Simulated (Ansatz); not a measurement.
# How fast states decay through AsH4F

Aim: relax a made-up compound, AsH4F, and see how good a tunnel barrier it would be. It is built by putting F for Br, As for N in the H4BrN structure of space group P-43m, with the volume rescaled by atomic radii. The parent structure comes from the Materials Project.

Program: Ansatz 0.2.0. Level of theory: PBE DFT, plane waves, PAW files, in the first sound run; inputs show where later runs differ. Results are calculated unless marked as measured.

The structure was built from a prototype and need not be the compound's stable phase.

## 1. Set-up

It takes space group P-43m (No. 215, cubic). The conventional cell has a = 3.884 Å, b = 3.884 Å, c = 3.884 Å, α = 90.00°, β = 90.00°, γ = 90.00°. Nearest to H lie 1 As at 1.00 Å. F has 4 H at 2.36 Å nearest. Nearest to As lie 4 H at 1.00 Å. It derives from H4BrN. F for Br, As for N in the H4BrN structure of space group P-43m. Farther neighbours and most contacts between anions are not listed.

## 2. Cell and atoms at rest

The substituted atoms don't fit the parent's cell, so cell and atoms relax together. A small smearing keeps the run stable in case the gap closes on the way.

The input, input.yaml:

```yaml
crystal:
  lattice:
    - [3.8843069314, 0.0, 0.0]
    - [0.0, 3.8843069314, 0.0]
    - [0.0, 0.0, 3.8843069314]
  atoms:
    - { symbol: H, position: [0.14920963, 0.14920963, 0.85079037] }
    - { symbol: H, position: [0.14920963, 0.85079037, 0.14920963] }
    - { symbol: H, position: [0.85079037, 0.14920963, 0.14920963] }
    - { symbol: H, position: [0.85079037, 0.85079037, 0.85079037] }
    - { symbol: F, position: [0.5, 0.5, 0.5] }
    - { symbol: As, position: [0.0, 0.0, 0.0] }
kpoints:
  mp_grid: { grid: [6, 6, 6] }
scf:
  occupations: { method: gaussian, width: 0.03 }
hamiltonian:
  xc: pbe
output:
  forces: true
  stress: true
relax:
  f_tol: 0.02
  max_steps: 60
  cell: {}
```

On the command line:

```
ansatz run input.yaml --threads 2 --pin off --max-ram 4096MiB --backend cpu --events-out ev --progress --plain --runs-dir out
```

Numbers of over 12 decimals in the logs are rounded to 6 here.

Output:

```text
Engine: ansatz 0.2.0, aarch64-unknown-linux-gnu
Pseudopotentials: kind: paw
Pseudopotential: H, paw, valence charge 1, recommended cutoff 420 eV (normal), H.paw.azcp
Pseudopotential: F, paw, valence charge 7, recommended cutoff 420 eV (normal), F.paw.azcp
Pseudopotential: As, paw, valence charge 15, recommended cutoff 420 eV (normal), As.paw.azcp
Functional definition: PBE
  parameter kappa = 0.804
  parameter beta = 0.066725
  exchange = pbe_x(kappa = kappa, mu = beta*pi^2/3)
  correlation = pbe_c(beta = beta)
Crystal: 6 atoms, lattice volume = 58.606 Å³
Basis set: ecut = 420 eV, 1189 PW (Γ), exchange–correlation on 54×54×54 points (8 copies of the dense FFT grid, shifted against one another)
Bands: 19, of which v1, the nominal top of the filled ones, is band 13 counted from 1 (12 counted from 0)
Symmetry: 24 space group operations
Space group: P-43m (ITA 215), of the structure as read, at distance tolerance 3.9e-5 Å
k-points: 20 of 216 (time reversal used)
Non-local potential: H, projectors of the file, l = 0: 2, l = 1: 1
Non-local potential: F, projectors of the file, l = 0: 2, l = 1: 2, l = 2: 1
Non-local potential: As, projectors of the file, l = 0: 2, l = 1: 2, l = 2: 3, l = 3: 1
PAW form: soft (Blöchl's): semilocal exchange-correlation on the pseudo side does not see the compensation charge
PAW one-centre angular grid: H, 110 points (default); XC on 64 Gauss nodes
PAW one-centre angular grid: F, 110 points (default); XC on 64 Gauss nodes
PAW one-centre angular grid: As, 590 points (default); XC on 64 Gauss nodes
Initial density: superposition of atomic densities (neutral atoms: chi_scale 0, normalization atom), corrected by the library's trained network
Initial wavefunctions: pseudopotential atomic-orbital guess
Functional: x = pbe(κ = 0.804, μ = 0.219515), c = pbe(β = 0.066725)
SCF iter   1: F=—  HF=-5704.271254 eV  |F-HF|=—  |Δ(HF+E_count)|=         —  Δρ=1.54e-2  dr2=1.61e-1  ethr=1.77e-3  ⟨swp⟩=6.5  Hψ=2187  notcnv=0
preconditioner: auto → Resta (q_TF=auto, 2.383 Å⁻¹)  ε∞=2.4  [insulator: Δε(μ)=6.329 eV  Ē_g=16.136 eV  σ=0.030 eV  W_gap=1.00  n_scr=18 (ndim 8)  ℏωp=19.4 eV  f_vac=0.132  D(μ)=0.00/eV (n_scr^D=0)  ε∞_Penn≈2.4]
SCF iter   2: F=—  HF=-5704.220788 eV  |F-HF|=—  |Δ(HF+E_count)|=   5.05e-2  Δρ=9.43e-3  dr2=2.67e-2  ethr=6.19e-4  ⟨swp⟩=3.5  Hψ=886  notcnv=0  defer=30
SCF iter   3: F=—  HF=-5704.213901 eV  |F-HF|=—  |Δ(HF+E_count)|=   6.89e-3  Δρ=3.38e-3  dr2=7.70e-3  ethr=1.03e-4  ⟨swp⟩=2.0  Hψ=600  notcnv=0  defer=30
SCF iter   4: F=—  HF=-5704.213095 eV  |F-HF|=—  |Δ(HF+E_count)|=   8.06e-4  Δρ=1.62e-3  dr2=1.34e-3  ethr=2.96e-5  ⟨swp⟩=3.0  Hψ=700  notcnv=0  defer=30
SCF iter   5: F=—  HF=-5704.212843 eV  |F-HF|=—  |Δ(HF+E_count)|=   2.52e-4  Δρ=4.08e-4  dr2=1.02e-4  ethr=5.15e-6  ⟨swp⟩=2.0  Hψ=644  notcnv=0  defer=30
SCF iter   6: F=—  HF=-5704.212882 eV  |F-HF|=—  |Δ(HF+E_count)|=   3.91e-5  Δρ=7.46e-5  dr2=3.24e-6  ethr=3.93e-7  ⟨swp⟩=2.0  Hψ=470  notcnv=0  defer=30
SCF iter   7: F=—  HF=-5704.212940 eV  |F-HF|=—  |Δ(HF+E_count)|=   5.78e-5  Δρ=1.14e-5  dr2=7.11e-8  ethr=3.85e-10  ⟨swp⟩=3.6  Hψ=1593  notcnv=0
SCF iter   8: F=-5704.212940 eV  HF=-5704.212940 eV  |F-HF|=2.69e-9  |Δ(HF+E_count)|=   2.32e-7  Δρ=2.27e-6  dr2=2.38e-9  ethr=2.73e-10  ⟨swp⟩=3.0  Hψ=1379  notcnv=0
SCF 1 converged in 8 iterations: F = -5704.212940 eV  dr2 = 2.38e-9
  greatest PAW one-centre occupation: 1.000 electrons in one spin orbital (limit 2), on the As atom at site 5 (counted from 0), in its partial waves of l = 2
relax step   1: F+E_penalty+E_count = -5704.21294000 eV  Δ(F+E_penalty+E_count) = +0.000e0 eV  max|allowed force component| = 1.954e1 eV/Å  Δτ_max = 0.0000 Å  P = +121.516 GPa  Ω = 58.606 Å³  (8 SCF iters, dr2 threshold 1.00e-7 eV, accepted)
Crystal: 6 atoms, lattice volume = 61.474 Å³
Basis set: ecut = 420 eV, 1213 PW (Γ), exchange–correlation on 54×54×54 points (8 copies of the dense FFT grid, shifted against one another)
Initial density: handed on by an earlier stage of this run
Initial wavefunctions: those handed on with the density
SCF iter   1: F=—  HF=-5722.304182 eV  |F-HF|=—  |Δ(HF+E_count)|=         —  Δρ=5.81e-2  dr2=1.17e0  ethr=3.10e-3  ⟨swp⟩=5.8  Hψ=1952  notcnv=0
preconditioner: auto → Resta (q_TF=auto, 2.364 Å⁻¹)  ε∞=2.6  [insulator: Δε(μ)=5.659 eV  Ē_g=14.786 eV  σ=0.030 eV  W_gap=1.00  n_scr=18 (ndim 8)  ℏωp=18.9 eV  f_vac=0.146  D(μ)=0.00/eV (n_scr^D=0)  ε∞_Penn≈2.6]
SCF iter   2: F=—  HF=-5722.030117 eV  |F-HF|=—  |Δ(HF+E_count)|=   2.74e-1  Δρ=2.81e-2  dr2=2.25e-1  ethr=3.10e-3  ⟨swp⟩=2.1  Hψ=892  notcnv=0  defer=30
SCF iter   3: F=—  HF=-5721.997691 eV  |F-HF|=—  |Δ(HF+E_count)|=   3.24e-2  Δρ=7.68e-3  dr2=2.26e-2  ethr=8.64e-4  ⟨swp⟩=2.9  Hψ=673  notcnv=0  defer=30
SCF iter   4: F=—  HF=-5721.991686 eV  |F-HF|=—  |Δ(HF+E_count)|=   6.00e-3  Δρ=2.27e-3  dr2=2.30e-3  ethr=8.68e-5  ⟨swp⟩=2.4  Hψ=685  notcnv=0  defer=30
SCF iter   5: F=—  HF=-5721.991254 eV  |F-HF|=—  |Δ(HF+E_count)|=   4.33e-4  Δρ=6.25e-4  dr2=1.81e-4  ethr=8.86e-6  ⟨swp⟩=2.0  Hψ=674  notcnv=0  defer=30
SCF iter   6: F=—  HF=-5721.991321 eV  |F-HF|=—  |Δ(HF+E_count)|=   6.71e-5  Δρ=1.08e-4  dr2=5.35e-6  ethr=6.95e-7  ⟨swp⟩=2.1  Hψ=520  notcnv=0  defer=30
SCF iter   7: F=-5721.991329 eV  HF=-5721.991329 eV  |F-HF|=1.99e-7  |Δ(HF+E_count)|=   7.93e-6  Δρ=2.50e-5  dr2=3.29e-7  ethr=2.31e-9  ⟨swp⟩=5.0  Hψ=1347  notcnv=0
SCF 2 converged in 7 iterations: F = -5721.991329 eV  dr2 = 3.29e-7
relax step   2: F+E_penalty+E_count = -5721.99132883 eV  Δ(F+E_penalty+E_count) = -1.778e1 eV  max|allowed force component| = 6.136e0 eV/Å  Δτ_max = 0.1980 Å  P = +42.991 GPa  Ω = 61.474 Å³  energy of the carried Pulay correction = -1.336e-2 eV  (7 SCF iters, dr2 threshold 6.00e-7 eV, accepted)
Crystal: 6 atoms, lattice volume = 70.963 Å³
Basis set: ecut = 420 eV, 1357 PW (Γ), exchange–correlation on 54×54×54 points (8 copies of the dense FFT grid, shifted against one another)
iter 1 solved again at ethr=2.62e-3 eV; its pass at ethr=3.10e-3 eV (dr2=6.80e-1 eV) is discarded
SCF iter   1: F=—  HF=-5725.498455 eV  |F-HF|=—  |Δ(HF+E_count)|=         —  Δρ=2.90e-2  dr2=6.80e-1  ethr=2.62e-3  ⟨swp⟩=1.0  Hψ=2752  notcnv=0
preconditioner: auto → Resta (q_TF=auto, 2.308 Å⁻¹)  ε∞=2.6  [insulator: Δε(μ)=5.677 eV  Ē_g=13.974 eV  σ=0.030 eV  W_gap=1.00  n_scr=18 (ndim 8)  ℏωp=17.6 eV  f_vac=0.250  D(μ)=0.00/eV (n_scr^D=0)  ε∞_Penn≈2.6]
SCF iter   2: F=—  HF=-5725.294520 eV  |F-HF|=—  |Δ(HF+E_count)|=   2.04e-1  Δρ=1.60e-2  dr2=1.47e-1  ethr=2.62e-3  ⟨swp⟩=3.1  Hψ=737  notcnv=0
SCF iter   3: F=—  HF=-5725.249097 eV  |F-HF|=—  |Δ(HF+E_count)|=   4.54e-2  Δρ=8.28e-3  dr2=4.92e-2  ethr=5.66e-4  ⟨swp⟩=2.0  Hψ=817  notcnv=0  defer=33
SCF iter   4: F=—  HF=-5725.235664 eV  |F-HF|=—  |Δ(HF+E_count)|=   1.34e-2  Δρ=1.51e-3  dr2=1.36e-3  ethr=1.89e-4  ⟨swp⟩=2.0  Hψ=545  notcnv=0  defer=33
SCF iter   5: F=—  HF=-5725.236275 eV  |F-HF|=—  |Δ(HF+E_count)|=   6.11e-4  Δρ=6.10e-4  dr2=1.57e-4  ethr=5.23e-6  ⟨swp⟩=2.0  Hψ=823  notcnv=0  defer=33
SCF iter   6: F=—  HF=-5725.236048 eV  |F-HF|=—  |Δ(HF+E_count)|=   2.27e-4  Δρ=5.82e-5  dr2=2.10e-6  ethr=6.03e-7  ⟨swp⟩=2.0  Hψ=552  notcnv=0  defer=33
SCF iter   7: F=—  HF=-5725.236052 eV  |F-HF|=—  |Δ(HF+E_count)|=   3.86e-6  Δρ=1.89e-5  dr2=2.31e-7  ethr=2.31e-9  ⟨swp⟩=5.0  Hψ=1469  notcnv=0
SCF iter   8: F=-5725.236052 eV  HF=-5725.236052 eV  |F-HF|=3.87e-8  |Δ(HF+E_count)|=   4.48e-7  Δρ=5.36e-6  dr2=2.15e-8  ethr=8.88e-10  ⟨swp⟩=4.2  Hψ=1245  notcnv=0
SCF 3 converged in 8 iterations: F = -5725.236052 eV  dr2 = 2.15e-8
  greatest PAW one-centre occupation: 0.999 electrons in one spin orbital (limit 2), on the As atom at site 5 (counted from 0), in its partial waves of l = 2
relax step   3: F+E_penalty+E_count = -5725.23605202 eV  Δ(F+E_penalty+E_count) = -3.245e0 eV  max|allowed force component| = 2.737e0 eV/Å  Δτ_max = 0.0539 Å  P = +14.573 GPa  Ω = 70.963 Å³  energy of the carried Pulay correction = -5.337e-2 eV  (8 SCF iters, dr2 threshold 6.00e-7 eV, accepted)
[... from here on, the SCF cycles and remarks between the steps are left out ...]
relax step   4: F+E_penalty+E_count = -5726.57817703 eV  Δ(F+E_penalty+E_count) = -1.342e0 eV  max|allowed force component| = 1.102e0 eV/Å  Δτ_max = 0.1195 Å  P = +5.492 GPa  Ω = 66.160 Å³  energy of the carried Pulay correction = -3.387e-2 eV  (7 SCF iters, dr2 threshold 6.00e-7 eV, accepted)
relax step   5: F+E_penalty+E_count = -5726.76572264 eV  Δ(F+E_penalty+E_count) = -1.875e-1 eV  max|allowed force component| = 5.777e-2 eV/Å  Δτ_max = 0.0524 Å  P = -4.543 GPa  Ω = 71.701 Å³  energy of the carried Pulay correction = -5.624e-2 eV  (7 SCF iters, dr2 threshold 6.00e-7 eV, accepted)
relax step   6: F+E_penalty+E_count = -5727.00232602 eV  Δ(F+E_penalty+E_count) = -2.366e-1 eV  max|allowed force component| = 1.262e-1 eV/Å  Δτ_max = 0.0580 Å  P = -0.868 GPa  Ω = 62.654 Å³  energy of the carried Pulay correction = -1.867e-2 eV  (7 SCF iters, dr2 threshold 6.00e-7 eV, accepted)
relax step   7: F+E_penalty+E_count = -5727.05191521 eV  Δ(F+E_penalty+E_count) = -4.959e-2 eV  max|allowed force component| = 5.346e-2 eV/Å  Δτ_max = 0.0440 Å  P = +0.957 GPa  Ω = 58.113 Å³  energy of the carried Pulay correction = +2.361e-3 eV  (7 SCF iters, dr2 threshold 6.00e-7 eV, accepted)
relax step   8: F+E_penalty+E_count = -5727.05029446 eV  Δ(F+E_penalty+E_count) = +1.621e-3 eV  max|allowed force component| = 4.420e-4 eV/Å  Δτ_max = 0.0003 Å  P = -0.031 GPa  Ω = 58.930 Å³  energy of the carried Pulay correction = -1.543e-3 eV  (6 SCF iters, dr2 threshold 6.00e-7 eV, accepted)
relax step   9: F+E_penalty+E_count = -5727.05108186 eV  Δ(F+E_penalty+E_count) = -7.874e-4 eV  max|allowed force component| = 3.614e-4 eV/Å  Δτ_max = 0.0000 Å  P = -0.443 GPa  Ω = 58.930 Å³  stress off target by 4.43e-1 GPa  SCF on the basis re-selected at this cell (its energy is not comparable with the rows above)  (6 SCF iters)
relax step  10: F+E_penalty+E_count = -5727.05350143 eV  Δ(F+E_penalty+E_count) = -2.420e-3 eV  max|allowed force component| = 3.419e-4 eV/Å  Δτ_max = 0.0055 Å  P = -0.020 GPa  Ω = 58.244 Å³  energy of the carried Pulay correction = +1.405e-3 eV  (6 SCF iters, dr2 threshold 4.92e-7 eV, accepted)
relax step  11: F+E_penalty+E_count = -5727.05216416 eV  Δ(F+E_penalty+E_count) = +1.337e-3 eV  max|allowed force component| = 4.541e-4 eV/Å  Δτ_max = 0.0000 Å  P = -0.056 GPa  Ω = 58.244 Å³  stress off target by 5.57e-2 GPa  SCF on the basis re-selected at this cell (its energy is not comparable with the rows above)  (6 SCF iters)
relax step  12: F+E_penalty+E_count = -5727.05236720 eV  Δ(F+E_penalty+E_count) = -2.030e-4 eV  max|allowed force component| = 4.855e-5 eV/Å  Δτ_max = 0.0008 Å  P = -0.004 GPa  Ω = 58.155 Å³  energy of the carried Pulay correction = +1.850e-4 eV  (6 SCF iters, dr2 threshold 7.75e-9 eV, accepted)
iter 1 solved again at ethr=1.39e-7 eV; its pass at ethr=3.10e-3 eV (dr2=3.62e-5 eV) is discarded
SCF iter   1: F=—  HF=-5727.052053 eV  |F-HF|=—  |Δ(HF+E_count)|=         —  Δρ=1.71e-5  dr2=2.56e-8  ethr=1.39e-7  ⟨swp⟩=3.0  Hψ=2855  notcnv=0
preconditioner: auto → Resta (q_TF=auto, 2.386 Å⁻¹)  ε∞=3.0  [insulator: Δε(μ)=5.031 eV  Ē_g=13.907 eV  σ=0.030 eV  W_gap=1.00  n_scr=18 (ndim 8)  ℏωp=19.5 eV  f_vac=0.026  D(μ)=0.00/eV (n_scr^D=0)  ε∞_Penn≈3.0]
SCF iter   2: F=—  HF=-5727.052057 eV  |F-HF|=—  |Δ(HF+E_count)|=   4.47e-6  Δρ=8.50e-6  dr2=1.24e-8  ethr=9.83e-11  ⟨swp⟩=2.8  Hψ=628  notcnv=0
SCF iter   3: F=—  HF=-5727.052057 eV  |F-HF|=—  |Δ(HF+E_count)|=   1.09e-8  Δρ=4.49e-6  dr2=1.63e-9  ethr=4.76e-11  ⟨swp⟩=2.0  Hψ=442  notcnv=0
SCF iter   4: F=-5727.052057 eV  HF=-5727.052057 eV  |F-HF|=9.09e-12  |Δ(HF+E_count)|=   3.76e-9  Δρ=2.90e-7  dr2=2.64e-11  ethr=1.00e-12  ⟨swp⟩=3.0  Hψ=1376  notcnv=0
SCF 13 converged in 4 iterations: F = -5727.052057 eV  dr2 = 2.64e-11
relax step  13: F+E_penalty+E_count = -5727.05205727 eV  Δ(F+E_penalty+E_count) = +3.099e-4 eV  max|allowed force component| = 6.159e-5 eV/Å  Δτ_max = 0.0000 Å  P = -0.006 GPa  Ω = 58.155 Å³  stress off target by 5.57e-3 GPa  SCF on the basis re-selected at this cell (its energy is not comparable with the rows above)  (4 SCF iters)
basis re-selected at this cell: Δ(F+E_penalty+E_count) = +3.099e-4 eV, ΔP = -0.002 GPa vs the last step (what re-selecting the basis moved, of the pressure what is left beyond the Pulay correction that the steps carried, after the strain that the cell walked since its last selection, with what the two solves' SCF thresholds leave and, on support functions, any second-order correction that the steps lacked; it is no m [...]
SCF converged after 4 iterations
Free energy (F): -5727.052057 eV
Harris-Foulkes:  -5727.052057 eV  (|F-HF|=9.09e-12)
Internal energy: -5727.052057 eV  (E = F + TS)
E sigma→0 (E₀):  -5727.052057 eV
Fermi energy:    3.922564 eV
--- Per-component energies (eV) ---
  E_band       = -387.100265
  E_kinetic    = 359.185433
  E_local      = -2771.166288  (includes V_loc(G=0)·N_el)
  E_nonlocal   = -590.156074
  E_hartree    = 1339.383795
  E_xc         = -193.232053
  E_vxc        = -225.719510  (∫ρ·V_xc dr)
  E_paw        = -2038.556939  (= ΣΔE_a)
  E_vpaw       = 161.991109  (= ΣTr[D̂ρ^β])
  E_aug_tail   = -0.002388  (compensation charges beyond the density's cutoff)
  E_ewald      = -1832.507543
  E_smearing   = -0.000000  (= −TS)
  E_closure    = 0.000000  (closes the sum)
  Σ components = -5727.052057   (vs F -5727.052057, Δ=0.00e0)
--- Forces (eV/Å), atoms counted from 1 ---
  atom   1  H      0.00006159     0.00006159    -0.00006159
  atom   2  H      0.00006159    -0.00006159     0.00006159
  atom   3  H     -0.00006159     0.00006159     0.00006159
  atom   4  H     -0.00006159    -0.00006159    -0.00006159
  atom   5  F      0.00000000    -0.00000000    -0.00000000
  atom   6  As     0.00000000    -0.00000000     0.00000000
  max |Σ_I F_I| component: 6.18e-18 eV/Å
--- Stress (GPa, compression-positive) ---
       -0.005572      -0.000000       0.000000
       -0.000000      -0.005572      -0.000000
        0.000000       0.000000      -0.005572
  P = ⅓ Tr σ = -0.0056 GPa (-0.056 kbar)
--- Relaxed structure (10 steps of the walk, 10 accepted, 3 SCFs on fresh bases) ---
  F+E_penalty+E_count = -5727.05205727 eV   max|allowed force component| = 6.159e-5 eV/Å   (the final SCF, on the basis selected at the relaxed cell)
  cell:  # Å, volume = 58.1545 Å³
    - [3.874311, 0, 0]
    - [0, 3.874311, 0]
    - [0, 0, 3.874311]
  atoms:
    - { symbol: H, position: [0.228241, 0.228241, 0.771759] }
    - { symbol: H, position: [0.228241, 0.771759, 0.228241] }
    - { symbol: H, position: [0.771759, 0.228241, 0.228241] }
    - { symbol: H, position: [0.771759, 0.771759, 0.771759] }
    - { symbol: F, position: [0.5, 0.5, 0.5] }
    - { symbol: As, position: [-2.9773196035799553e-18, 0, -2.97731960357995e-19] }
```

The job ended after 18 s (2 threads of Arm Neoverse V1, shared host; peak memory 0.33 GiB).

Relaxation path:

```
step  energy less that of the first step (eV)  largest force component (eV/Å)  pressure (GPa)  volume (Å³)
   1                                   0.0000                         19.5379          121.52        58.61
   2                                 -17.7784                          6.1358           42.99        61.47
   3                                 -21.0231                          2.7375           14.57        70.96
   4                                 -22.3652                          1.1023            5.49        66.16
   5                                 -22.5528                          0.0578           -4.54        71.70
   6                                 -22.7894                          0.1262           -0.87        62.65
   7                                 -22.8390                          0.0535            0.96        58.11
   8                                 -22.8374                          0.0004           -0.03        58.93
  9*                                 -22.8381                          0.0004           -0.44        58.93
  10                                 -22.8406                          0.0003           -0.02        58.24
 11*                                 -22.8392                          0.0005           -0.06        58.24
  12                                 -22.8394                          0.0000            0.00        58.15
 13*                                 -22.8391                          0.0001           -0.01        58.15
```

Relaxation steps marked * repeat the geometry before them on a plane-wave basis chosen anew for their cell, so energy and pressure can jump there.

The run keeps the 24 symmetry operations that it works with, so distortions that break them were not tested.

| conventional cell, symmetrised | before | after | change |
| --- | --- | --- | --- |
| a (Å) | 3.884 | 3.874 | -0.3 % |
| b (Å) | 3.884 | 3.874 | -0.3 % |
| c (Å) | 3.884 | 3.874 | -0.3 % |
| volume (Å³/atom) | 9.77 | 9.69 | -0.8 % |

The atoms that moved most (Å, as changes of fractional coordinates times the final cell):

```
atom      dx      dy      dz  length
  H1   0.306   0.306  -0.306   0.530
  H2   0.306  -0.306   0.306   0.530
  H3  -0.306   0.306   0.306   0.530
  H4  -0.306  -0.306  -0.306   0.530
```

The relaxed structure:

```xyz
6
Lattice="3.8743 0.0000 0.0000 0.0000 3.8743 0.0000 0.0000 0.0000 3.8743" Properties=species:S:1:pos:R:3 pbc="T T T"
H     0.8843    0.8843    2.9900
H     0.8843    2.9900    0.8843
H     2.9900    0.8843    0.8843
H     2.9900    2.9900    2.9900
F     1.9372    1.9372    1.9372
As    0.0000    0.0000    0.0000
```

Numbers from this step:

```
free energy  : -5727.0521 eV
Fermi energy : 3.923 eV
pressure     : -0.005572 GPa
```

The largest force component on a free atom ends at 6.2e-5 eV/Å.

(Continued in part 2 of 3.)

[Logs are printed without paths, hosts, clocks, repeated set-up lines and the standing remarks that a program may print on its own settings, such as how far it seeks lower states.]

[Hosts, paths, dates, database ids (printed as entryN), source tags and the programs' standing remarks are cut or masked in the printed files.]
